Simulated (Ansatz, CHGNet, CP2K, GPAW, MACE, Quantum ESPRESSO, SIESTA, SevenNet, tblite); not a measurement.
**Ti3C2O2 MXene, 1 layer (61 atoms): one structure in several programs**

Wanted: errors and costs of other methods on Ti3C2O2 MXene, 1 layer (61 atoms). A plane-wave run serves as the reference.

Program: Ansatz 0.2.0. Level of theory: Kohn-Sham DFT, PBE, PAW, plane waves. Results are calculated unless marked as measured.

### 1. Set-up

The cell holds 61 atoms: 25 Ti, 18 C and 18 O. Its edges and angles: a = 9.120 Å, b = 9.120 Å, c = 20.900 Å, α = 90.0°, β = 90.0°, γ = 120.0°. It derives from Ti3C2O2 (Ti3C2O2 MXene). 1 layer of Ti3C2O2 MXene (a = 3.04 Å), 3 x 3 cells; 14 Å of vacuum; 2 Ti removed at random; every coordinate displaced by a Gaussian of 0.03 Å. Then every atom was moved at random, 0.03 Å r.m.s. a Cartesian component. Vacuum lies along c.

### 2. Reference: Ansatz, plane waves

The PAW files are the set soft_2.

The input, input.yaml:

```yaml
crystal:
  lattice:
    - [9.12, 0.0, 0.0]
    - [-4.56, 7.89815, 0.0]
    - [0.0, 0.0, 20.9]
  atoms:
    - { symbol: Ti, position: [0.99345, 0.99194, 0.50112] }
    - { symbol: C, position: [0.10953, 0.21856, 0.56017] }
    - { symbol: C, position: [0.22485, 0.11713, 0.43732] }
    - { symbol: Ti, position: [0.11343, 0.21919, 0.37722] }
    [... 51 atom lines left out ...]
    - { symbol: C, position: [0.78088, 0.89682, 0.56018] }
    - { symbol: C, position: [0.88489, 0.78081, 0.43595] }
    - { symbol: Ti, position: [0.89098, 0.77774, 0.62055] }
    - { symbol: Ti, position: [0.7708, 0.88409, 0.37974] }
    - { symbol: O, position: [0.66801, 0.66333, 0.66345] }
    - { symbol: O, position: [0.66296, 0.66511, 0.33422] }
kpoints:
  mp_grid: { grid: [1, 1, 1] }
hamiltonian:
  xc: pbe
scf:
  occupations: { method: fermi_dirac, width: 0.05 }
output:
  forces: true
  eigenvalues: true
  populations: true
```

On the command line:

```
ansatz run input.yaml --threads 4 --pin off --max-ram 15872MiB --backend cpu --events-out ev --progress --plain --runs-dir out
```

Numbers of over 12 decimals in the logs are rounded to 6 here.

Output:

```text
[...]
Pseudopotentials: kind: paw
Pseudopotential: Ti, paw, valence charge 12, recommended cutoff 420 eV (normal), Ti.paw.azcp
Pseudopotential: C, paw, valence charge 4, recommended cutoff 420 eV (normal), C.paw.azcp
Pseudopotential: O, paw, valence charge 6, recommended cutoff 420 eV (normal), O.paw.azcp
[... 5 lines on functional and potentials left out ...]
Crystal: 61 atoms, lattice volume = 1505.451 Å³
Basis set: ecut = 420 eV, 29385 PW (Γ), exchange–correlation on 128×128×288 points (8 copies of the dense FFT grid, shifted against one another)
Bands: 301, of which v1, the nominal top of the filled ones, is band 240 counted from 1 (239 counted from 0)
Symmetry: 1 space group operations
Space group: P1 (ITA 1), of the structure as read, at distance tolerance 1.1e-4 Å
k-points: 1
[... 7 lines on functional and potentials left out ...]
Initial density: superposition of atomic densities (neutral atoms: chi_scale 0, normalization atom), corrected by the library's trained network
Initial wavefunctions: pseudopotential atomic-orbital guess
[...]
SCF iter   1: F=—  HF=-77260.725905 eV  |F-HF|=—  |Δ(HF+E_count)|=         —  Δρ=7.59e-3  dr2=2.78e0  ethr=1.77e-3  ⟨swp⟩=6.0  Hψ=1217  notcnv=0  defer=34
preconditioner: auto → LDOS  [metal: Δε(μ)=0.056 eV  Ē_g=7.968 eV  σ=0.050 eV  W_gap=0.26  n_scr=296 (ndim 8)  ℏωp=16.0 eV  f_vac=0.556  D(μ)=24.82/eV (n_scr^D=148)  β→1.0]
[...]
SCF iter  13: F=—  HF=-77260.457982 eV  |F-HF|=—  |Δ(HF+E_count)|=   7.26e-7  Δρ=4.74e-6  dr2=5.64e-7  ethr=4.36e-10  ⟨swp⟩=2.0  Hψ=366  notcnv=0  defer=43
SCF iter  14: F=-77260.457983 eV  HF=-77260.457983 eV  |F-HF|=4.01e-7  |Δ(HF+E_count)|=   5.73e-7  Δρ=2.13e-6  dr2=9.08e-8  ethr=2.08e-11  ⟨swp⟩=13.0  Hψ=1606  notcnv=0
SCF 1 converged in 14 iterations: F = -77260.457983 eV  dr2 = 9.08e-8
[...]
SCF converged after 14 iterations
Free energy (F): -77260.457983 eV
Harris-Foulkes:  -77260.457983 eV  (|F-HF|=4.01e-7)
Internal energy: -77260.250111 eV  (E = F + TS)
E sigma→0 (E₀):  -77260.354047 eV
Entropy (-TS):   -0.207873 eV (-3.408 meV/atom)
Fermi energy:    1.082187 eV
--- Per-component energies (eV) ---
[...]
Σ components = -77260.457983   (vs F -77260.457983, Δ=0.00e0)
--- Forces (eV/Å), atoms counted from 1 ---
  atom   1  Ti     0.75337092     1.33990566     0.15915441
  atom   2  C     -0.58731380     0.56452873    -1.22223356
  atom   3  C      0.03857564    -0.84508078     2.17978899
  atom   4  Ti     1.76275553     1.69061581    -2.06908253
[...]
atom  61  O      1.86510447     1.08590207     1.73411569
  max |Σ_I F_I| component: 2.06e-4 eV/Å
--- Band table (eV) ---
  k-point 0: bands = ["-56.2404", "-56.1452", "-56.0896", "-55.9812", [... 285 levels ...], "4.2323", "4.2600", "4.2796", "4.2932", "4.3165", "4.3545", "4.4003", "4.4590", "4.5180", "4.5227", "4.5504", "4.5728"]
--- Löwdin populations: 61 sites ---
  site symbol       q [e]
     0     Ti     11.1269
     1      C      4.6677
     2      C      4.8270
[...]
60      O      6.5120
  spilling = 0.003257 (of n_electrons = 480.000000)
```

Wall time 21 s (4 threads of Arm Neoverse V1, shared host); peak memory 1.7 GiB; 80 s of CPU time.

Numbers from this run:

| Quantity | Value |
| --- | --- |
| free energy | -77260.4580 eV |
| free energy per atom | -1266.5649 eV/atom |
| SCF cycles | 14 |
| r.m.s. force component | 1.241 eV/Å |
| longest force | 3.999 eV/Å |
| Fermi energy | 1.082 eV |
| levels partly filled by over 2 per cent | 4 |
| spilling of the projection | 0.003257 |

Neighbours are counted within 2.64 Å (Ti-C), 2.64 Å (Ti-O).

Length of the force by element and coordination:

| element | coordination | atoms | mean length of the force (eV/Å) | spread | least | most |
| --- | --- | --- | --- | --- | --- | --- |
| C | all | 18 | 1.74 | 0.479 | 1.08 | 2.90 |
| C | 5 | 6 | 1.61 | 0.268 | 1.26 | 2.13 |
| C | 6 | 12 | 1.80 | 0.544 | 1.08 | 2.90 |
| O | all | 18 | 1.46 | 0.883 | 0.363 | 3.21 |
| O | 2 | 6 | 2.62 | 0.399 | 1.97 | 3.21 |
| O | 3 | 12 | 0.884 | 0.284 | 0.363 | 1.38 |
| Ti | all | 25 | 2.31 | 1.22 | 0.609 | 4.00 |

Löwdin charges by element and coordination (they lack the spilled electrons, 0.026 e an atom on average):

| element | coordination | atoms | mean charge (e) | spread | least | most |
| --- | --- | --- | --- | --- | --- | --- |
| C | all | 18 | -0.787 | 0.0777 | -0.869 | -0.661 |
| C | 5 | 6 | -0.679 | 0.0136 | -0.704 | -0.661 |
| C | 6 | 12 | -0.841 | 0.0163 | -0.869 | -0.817 |
| O | all | 18 | -0.553 | 0.0301 | -0.588 | -0.501 |
| O | 2 | 6 | -0.514 | 0.0074 | -0.524 | -0.501 |
| O | 3 | 12 | -0.573 | 0.0123 | -0.588 | -0.548 |
| Ti | all | 25 | 1.03 | 0.122 | 0.822 | 1.14 |

By region:

| region | atoms | mean length of the force (eV/Å) |
| --- | --- | --- |
| layer 1 | 61 | 1.89 |

The levels nearest the highest filled one (over half full), pooled over k-points and spins:

| level less the highest filled one (eV) | occupation |
| --- | --- |
| -0.447 | 2 |
| -0.374 | 2.00 |
| -0.104 | 1.82 |
| -0.0555 | 1.58 |
| -0.0423 | 1.49 |
| 0 | 1.11 |
| 0.462 | 0 |
| 0.584 | 0 |
| 0.677 | 0 |
| 0.729 | 0 |
| 0.823 | 0 |
| 0.893 | 0 |

### 3. What was run beside it

The programs:
- CHGNet: machine-learned potential, published weights.
- CP2K 2026.2: Gaussian basis with GTH pseudopotentials and a plane-wave density; labels give functional, basis (MOLOPT sets; SR short-range, UZH the newer set with its own potentials), grid cutoff/relative cutoff and solver (OT: orbital transformation; TRS4, TC2, SIGN: linear-scaling purification with its sparsity filter), or its built-in tight binding.
- GPAW 26.7.0: PAW with atomic orbitals (LCAO), plane waves or a real-space grid of spacing h.
- MACE: machine-learned potential, published weights.
- Quantum ESPRESSO 7.5: plane waves; labels (QE) give functional, pseudopotential set and cutoffs of waves/density.
- SIESTA 5.4.2: numerical atomic orbitals, whose automatically made sets are far from complete, with PseudoDojo norm-conserving potentials that we converted to its format (checked against plane waves on the same files for H, C, O, Si, Ge and Ca alone); labels give functional, basis size, energy shift and mesh cutoff.
- SevenNet: machine-learned potential, published weights.
- tblite 0.8.0: extended tight binding, driven from Python.

All use the same cell and atoms; the electronic-structure runs use the same k-mesh, and an electronic temperature of 580 K (0.05 eV) where levels are smeared.

Differences are against the plane-wave reference, forces as r.m.s. over components; share is that over the reference's r.m.s. force, slope the least-squares factor from reference forces to these. Total energies of different programs have different zeros and aren't compared.

| run | Δ force, r.m.s. (meV/Å) | share (%) | slope | cores | CPU time | memory (GiB) |
| --- | --- | --- | --- | --- | --- | --- |
| reference | - | - | - | 4 | 80 s | 1.7 |
| CHGNet 0.3.0 potential | 496 | 39.9 | 0.807 | 1 | 4.3 s | 0.96 |
| CP2K LDA, DZVP-MOLOPT-SR, 800/50 Ry, diagonalisation | 220 | 17.7 | 1.035 | 4 | 11 min | 8.7 |
| CP2K PBE, DZVP-MOLOPT-SR, 400/50 Ry, diagonalisation (coarse) | 44.1 | 3.55 | 1.006 | 2 | 11 min | 3.1 |
| CP2K PBE, DZVP-MOLOPT-SR, 800/50 Ry, diagonalisation | 23.8 | 1.92 | 1.005 | 4 | 14 min | 9.0 |
| CP2K PBE, DZVP-MOLOPT-SR, 800/70 Ry, diagonalisation | 23.8 | 1.92 | 1.005 | 4 | 19 min | 9.0 |
| CP2K PBE, SZV-MOLOPT-SR, 800/50 Ry, diagonalisation (coarse) | 278 | 22.4 | 0.967 | 2 | 7.9 min | 7.2 |
| CP2K PBE, TZVP-MOLOPT (SR for Ti), 800/50 Ry, diagonalisation | 19.8 | 1.59 | 0.995 | 4 | 28 min | 9.9 |
| CP2K RPBE, PBE potentials, DZVP-MOLOPT-SR, 800/50 Ry, diagonalisation | 73.9 | 5.96 | 0.997 | 4 | 14 min | 9.0 |
| GPAW PBE, LCAO dzp, h 0.22 Å (coarse) | 171 | 13.8 | 0.948 | 1 | 6.5 min | 1 |
| MACE MP-0b2 small potential | 556 | 44.8 | 0.727 | 1 | 7 s | 0.67 |
| QE PBE, sssp-1.3.0-efficiency, 60/480 Ry | 2.74 | 0.221 | 1.001 | 4 | 30 min | 4.8 |
| SIESTA PBE, DZP, shift 0.002 Ry, mesh 500 Ry | 119 | 9.57 | 0.961 | 2 | 19 min | 2.4 |
| SIESTA PBE, DZP, shift 0.01 Ry, mesh 100 Ry (coarse) | 82.9 | 6.68 | 0.999 | 1 | 69 s | 0.42 |
| SIESTA PBE, DZP, shift 0.01 Ry, mesh 500 Ry | 56.5 | 4.55 | 0.989 | 2 | 7.6 min | 1.7 |
| SIESTA PBE, SZ, shift 0.01 Ry, mesh 500 Ry (coarse) | 296 | 23.8 | 1.068 | 1 | 2.3 min | 0.86 |
| SIESTA PBE, TZP, shift 0.01 Ry, mesh 500 Ry | 27.7 | 2.23 | 0.998 | 2 | 10 min | 2.0 |
| SevenNet 0 potential | 590 | 47.5 | 0.749 | 1 | 8.4 s | 0.83 |
| tblite GFN1-xTB | 449 | 36.2 | 0.790 | 1 | 3 s | 0.13 |

Rows marked coarse were listed beforehand as settings not expected to be converged; some can still land near the reference.

Times of the machine-learned potentials are mostly Python's start and the loading of weights.

CPU time is summed over cores on a shared host, where runs went side by side, so it is rough. Symmetry, cutoffs, thresholds, outputs and thread counts weren't matched or tuned between programs; memory under MPI is the largest rank's times the ranks.

Runs without a result: GPAW PBE, LCAO dzp, h 0.18 Å (cut off at its time limit of 9.1 min); CP2K GFN1-xTB, diagonalisation (not converged); GPAW revPBE, LCAO dzp, h 0.18 Å (cut off at its time limit of 9.1 min); GPAW PBE, LCAO szp(dzp), h 0.18 Å (cut off at its time limit of 5.7 min).

Mean charges by element (e), by run and scheme:

| run | scheme | Ti | C | O |
| --- | --- | --- | --- | --- |
| reference | Löwdin | +1.03 | -0.79 | -0.55 |
| CP2K LDA, DZVP-MOLOPT-SR, 800/50 Ry, diagonalisation | Mulliken | +0.38 | -0.09 | -0.43 |
| CP2K LDA, DZVP-MOLOPT-SR, 800/50 Ry, diagonalisation | Hirshfeld | +0.35 | -0.25 | -0.23 |
| CP2K PBE, DZVP-MOLOPT-SR, 800/50 Ry, diagonalisation | Mulliken | +0.48 | -0.18 | -0.49 |
| CP2K PBE, DZVP-MOLOPT-SR, 800/50 Ry, diagonalisation | Hirshfeld | +0.37 | -0.27 | -0.24 |
| CP2K PBE, DZVP-MOLOPT-SR, 800/70 Ry, diagonalisation | Mulliken | +0.48 | -0.18 | -0.49 |
| CP2K PBE, DZVP-MOLOPT-SR, 800/70 Ry, diagonalisation | Hirshfeld | +0.37 | -0.27 | -0.24 |
| CP2K PBE, TZVP-MOLOPT (SR for Ti), 800/50 Ry, diagonalisation | Mulliken | +0.38 | -0.29 | -0.23 |
| CP2K PBE, TZVP-MOLOPT (SR for Ti), 800/50 Ry, diagonalisation | Hirshfeld | +0.37 | -0.27 | -0.24 |
| CP2K RPBE, PBE potentials, DZVP-MOLOPT-SR, 800/50 Ry, diagonalisation | Mulliken | +0.53 | -0.22 | -0.52 |
| CP2K RPBE, PBE potentials, DZVP-MOLOPT-SR, 800/50 Ry, diagonalisation | Hirshfeld | +0.38 | -0.28 | -0.25 |
| SIESTA PBE, DZP, shift 0.002 Ry, mesh 500 Ry | Hirshfeld | +0.36 | -0.28 | -0.23 |
| SIESTA PBE, DZP, shift 0.01 Ry, mesh 500 Ry | Hirshfeld | +0.34 | -0.26 | -0.21 |
| SIESTA PBE, TZP, shift 0.01 Ry, mesh 500 Ry | Hirshfeld | +0.34 | -0.26 | -0.22 |
| tblite GFN1-xTB | Mulliken | +0.48 | -0.20 | -0.46 |

The reference's Löwdin charges lack the electrons that the projection spills, 0.026 e an atom on average.

Within one program, basis, potentials and functional, energies share a zero. Each run against its twin at the usual cutoff or grid and solver:

| run | twin | Δ energy (meV/atom) | Δ force, r.m.s. (meV/Å) | CPU time over the twin's |
| --- | --- | --- | --- | --- |
| CP2K PBE, DZVP-MOLOPT-SR, 400/50 Ry, diagonalisation | DZVP-MOLOPT-SR, 800/50 Ry, diagonalisation | -0.0633 | 36.4 | 0.73 (this twin ran on 4 cores) |
| CP2K PBE, DZVP-MOLOPT-SR, 800/70 Ry, diagonalisation | DZVP-MOLOPT-SR, 800/50 Ry, diagonalisation | -3.0e-4 | 0.043 | 1.3 |
| SIESTA PBE, DZP, shift 0.01 Ry, mesh 100 Ry | DZP, shift 0.01 Ry, mesh 500 Ry | -13.3 | 60.6 | 0.15 (this twin ran on 2 cores) |

### 4. Results

| Item | Value |
| --- | --- |
| reference r.m.s. force component | 1.24 eV/Å |
| nearest in forces | QE PBE, sssp-1.3.0-efficiency, 60/480 Ry, 0.22 % |
| farthest in forces | SevenNet 0 potential, 48 % |
| cheapest electronic-structure run beside the reference | tblite GFN1-xTB, 3 s of CPU time |

In words: PBE on plane waves or a grid with other potentials, cutoffs or grids, coarse settings apart, differs from the reference by 0.22 % (QE PBE, sssp-1.3.0-efficiency, 60/480 Ry) of the r.m.s. force; this holds the reference's own error, so differences of a few per cent don't tell which side is nearer the exact PBE result (QE's 60 Ry are 816 eV, against the reference's 420 eV). The PBE runs in local orbitals, coarse settings apart, differ by 1.6 % (CP2K PBE, TZVP-MOLOPT (SR for Ti), 800/50 Ry, diagonalisation) to 9.6 % (SIESTA PBE, DZP, shift 0.002 Ry, mesh 500 Ry); basis, grid and potentials can all enter. Tight binding differs by 36 % (tblite GFN1-xTB); it is another model, with fitted parameters of its own, and the xTB methods hold dispersion. Machine-learned potentials differ by 40 % (CHGNet 0.3.0 potential) to 48 % (SevenNet 0 potential); they were trained on other programs' data. The reference samples few k-points for this cell, and its sampling error, which other DFT runs on the same mesh share, can be part of so large a difference. Among those trained on PBE data the slope goes as low as 0.73, with a correlation of 0.90, so directions differ as well as sizes. Rows with another functional or a dispersion term differ by 6.0 % (CP2K RPBE, PBE potentials, DZVP-MOLOPT-SR, 800/50 Ry, diagonalisation) to 18 % (CP2K LDA, DZVP-MOLOPT-SR, 800/50 Ry, diagonalisation), which mixes the change of model with differences of basis and potentials, some of them made for another functional. Runs with settings chosen to be coarse differ by 3.6 % (CP2K PBE, DZVP-MOLOPT-SR, 400/50 Ry, diagonalisation) to 24 % (SIESTA PBE, SZ, shift 0.01 Ry, mesh 500 Ry), their programs' other errors included. One electronic-structure run takes under half the reference's CPU time: tblite GFN1-xTB, at 36 % in 3 s against 80 s. Charges hang on model, scheme and program or settings: among these rows the mean for C runs from -0.79 to -0.09 e. In the reference: levels near the Fermi energy are neither full nor empty under the smearing, so no gap is quoted. In the reference: forces differ by site in this geometry: O atoms with 2 neighbours bear 2.6 eV/Å on average, against 0.88 eV/Å for those with 3. Periodic xTB results under one method name differ between programs and library versions. Machine-learned potentials mimic data converged in k, so the reference's own k-point error enters their differences. The runs have no spin polarisation, so moments on Ti can't form, and no Hubbard term. The electronic-structure runs sample only Γ, in a cell whose shortest periodic width is 8 Å, which is coarse for a cell with partly filled levels.

[Also dropped from logs without a mark: logging warnings of Python, and SIESTA's first energy breakdown and zero terms.]

[Logs are printed without paths, hosts, clocks, repeated set-up lines and the standing remarks that a program may print on its own settings, such as how far it seeks lower states.]

[Hosts, paths, dates, database ids (printed as entryN), source tags and the programs' standing remarks are cut or masked in the printed files.]
